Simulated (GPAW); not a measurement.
# MnS: exchange couplings by hand from total energies

Can a spin model with one coupling foretell the energy of a further order of MnS?

Program: GPAW 26.7.0. Level of theory: PBE with U = 4 eV on Mn d; plane waves with GPAW's PAW setups, scalar-relativistic. Results are calculated unless marked as measured.

The database entry behind the starting cell differs from later determinations by our own check (an axis about 0.2 % short against later determinations), so it need not match the best structure at ambient conditions.

**1. Set-up**

It takes space group Fm-3m (No. 225, cubic). The conventional cell has a = 5.209 Å, b = 5.209 Å, c = 5.209 Å, α = 90.00°, β = 90.00°, γ = 90.00°. Nearest to Mn lie 6 S at 2.60 Å. Nearest to S lie 6 Mn at 2.60 Å. Farther neighbours and most contacts between anions are not listed.

**2. The parallel order**

All energies count from this run. A Hubbard term is added for the open shell, at a value in common use.

order1.py reads:

```python
import json
import numpy as np
from ase import Atoms
from ase.parallel import paropen, parprint
from gpaw import GPAW

atoms = Atoms(['Mn', 'S'],
    cell=[[0.0, 2.6045, 2.6045],
         [2.6045, 0.0, 2.6045],
         [2.6045, 2.6045, 0.0]],
    scaled_positions=[[0.0, 0.0, 0.0],
         [0.5, 0.5, 0.5]],
    pbc=True,
    magmoms=[4.5, 0.0])
atoms.calc = GPAW(mode={'name': 'pw', 'ecut': 550},
    xc='PBE',
    kpts={'size': (8, 8, 8), 'gamma': True},
    occupations={'name': 'fermi-dirac', 'width': 0.05},
    convergence={'density': 1e-05, 'energy': 1e-05},
    maxiter=200,
    setups={'Mn': ':d,4.0'},
    symmetry={'tolerance': 1e-4},
    txt='order1.txt')
e = atoms.get_potential_energy(force_consistent=True)
res = {'free_energy': e, 'energy_sigma0': atoms.get_potential_energy(), 'fermi_energy': atoms.calc.get_fermi_level()}
res['moments'] = atoms.get_magnetic_moments().tolist()
res['total'] = atoms.get_magnetic_moment()
parprint('site moments (muB):', np.round(res['moments'], 3))
parprint(f"total moment: {res['total']:.3f} muB")
parprint(f'free energy: {e:.6f} eV')
atoms.calc.write('order1.gpw')
n = atoms.calc.get_pseudo_density()
up, down = (atoms.calc.get_pseudo_density(spin=i) for i in (0, 1))
np.savez('grids.npz', density=n, spin=up - down)
with paropen('results.json', 'w') as f:
    json.dump(res, f)
```

On the command line:

```sh
OMP_NUM_THREADS=1 mpirun -n 4 gpaw python order1.py > order1.log
```

Log:

```text
site moments (muB): [4.506 0.086]
total moment: 5.000 muB
free energy: -14.257819 eV

--- order1.txt ---
Input parameters:
  mode=PW(ecut=550),
  convergence={'density': 1e-05, 'energy': 1e-05},
  kpts=MonkhorstPack(size=(8, 8, 8), gamma=True),
  maxiter=200,
  occupations=Occupations(name='fermi-dirac', width=0.05),
  setups={'Mn': ':d,4.0'},
  symmetry=Symmetry(tolerance=0.0001),
  xc=XC(name='PBE')

[...]
|         14 |        15.350 |     0.000 |        17.538 |     0.000 |
|         15 |        15.350 |     0.000 |        17.538 |     0.000 |
|         16 |        15.350 |     0.000 |        17.538 |     0.000 |

Gap: 0.663 eV
Transition (v -> c):
  (s=0, k=28, n=12, [0.50, 0.50, 0.50]) -> (s=1, k=24, n=8, [0.50, 0.50, 0.00])
Direct/indirect transitions are different
Direct gap: 2.860 eV
Transition at: (s=0->1, k=9, n=12, [0.38, 0.25, 0.25])

[key lines of the parts left out:]
Free energy:     -14.257819
Converged in 10 steps
dipole moment: (-11.385485, -11.385485, -11.385485)  # |e|*Ang
Fermi level: 7.185
```

The job ended after 6.2 s (4 MPI ranks of Intel Xeon 6975P-C (Granite Rapids), shared host; peak memory 0.69 GiB).

Spin moment in the augmentation sphere by atom:

```tsv
atom	spin moment in the augmentation sphere (μB)
Mn1	4.51
S2	0.09
```

This step gave:

| Property | Result |
| --- | --- |
| magnetization | 5.000 μB |
| final state | ferromagnetic |

After 10 cycles the largest moment stands at 4.51 μB.

**3. The orders used for the fit**

The other orders were run with the same settings, on meshes that hold the same points. Free energies (smearing 0.05 eV, its entropy term included) are divided by the number of Mn atoms; q is in fractions of the reciprocal vectors of the first run's cell.

```tsv
order	atoms	mesh	free energy (eV)	eV per Mn	largest moment (μB)
F +	2	8×8×8	-14.2578	-14.2578	4.51
AF q=(0,1/2,1/2) +-	4	8×4×8	-28.5562	-14.2781	4.48
```

**4. Counting neighbours**

With E = −Σ J e_i·e_j over ordered pairs of unit vectors, turning a neighbour from parallel to opposed costs 2J a Mn atom. So an order lies 2 Σ n J over the parallel one, n being the opposed neighbours in each shell.

```tsv
shell	distance (Å)	neighbours	opposed in AF q=(0,1/2,1/2) +-	opposed in AF q=(0,0,1/2) +-
J1	3.68	12	8	6
J2	5.21	6	0	6
```

Only J1 is kept.

**5. Solving**

```
2 × 8 × J1 = -20.29 meV    (AF q=(0,1/2,1/2) +-)
J1 = -1.27 meV
```

**6. The test**

The couplings now give the orders that were left out:

```
2 × 6 × (-1.27) = -15.24 meV    (AF q=(0,0,1/2) +-)
```

The runs themselves:

```tsv
order	atoms	mesh	free energy (eV)	eV per Mn	largest moment (μB)	over the parallel order (meV)	foretold (meV)
AF q=(0,0,1/2) +-	4	8×8×4	-28.6235	-14.3117	4.43	-53.93	-15.24
```

**7. One more shell**

The miss asks for the next shell, which takes one more order into the fit and leaves none for a test.

```
2 × 8 × J1 = -20.29 meV    (AF q=(0,1/2,1/2) +-)
2 × 6 × J1 + 2 × 6 × J2 = -53.93 meV    (AF q=(0,0,1/2) +-)
J1 = -1.27 meV
J2 = -3.23 meV
```

**8. Outcome**

```
J1 (Mn–Mn at 3.68 Å)                : -1.27 meV
largest miss on the orders left out : 39 meV
J1 with 2 shells                    : -1.27 meV
J2 with 2 shells                    : -3.23 meV
```

In words: The model misses the order left out by 39 meV, 72 % of the span of the orders, so it fails: these couplings alone don't describe the crystal. With the next shell added the couplings are J1 = -1.27 and J2 = -3.23 meV, untested. The first dropped shell that the test feels is J2 at 5.21 Å. The site moments spread by 1.8 % over the orders. The couplings are effective ones: further shells with opposed neighbours are folded into them or show in the miss. No mean-field temperature is given: it needs a model that holds, an unfrustrated order and couplings in all three dimensions.

[Logs and program files are shortened in this print: banners, set-up blocks, solver, clock and traceback lines can be left out without a mark of their own.]

[Logs are printed without paths, hosts, clocks, repeated set-up lines and the standing remarks that a program may print on its own settings, such as how far it seeks lower states.]

[Hosts, paths, dates, database ids (printed as entryN), source tags and the programs' standing remarks are cut or masked in the printed files.]

[Where a cell is said to come from a database of computed structures, the database is the Materials Project.]
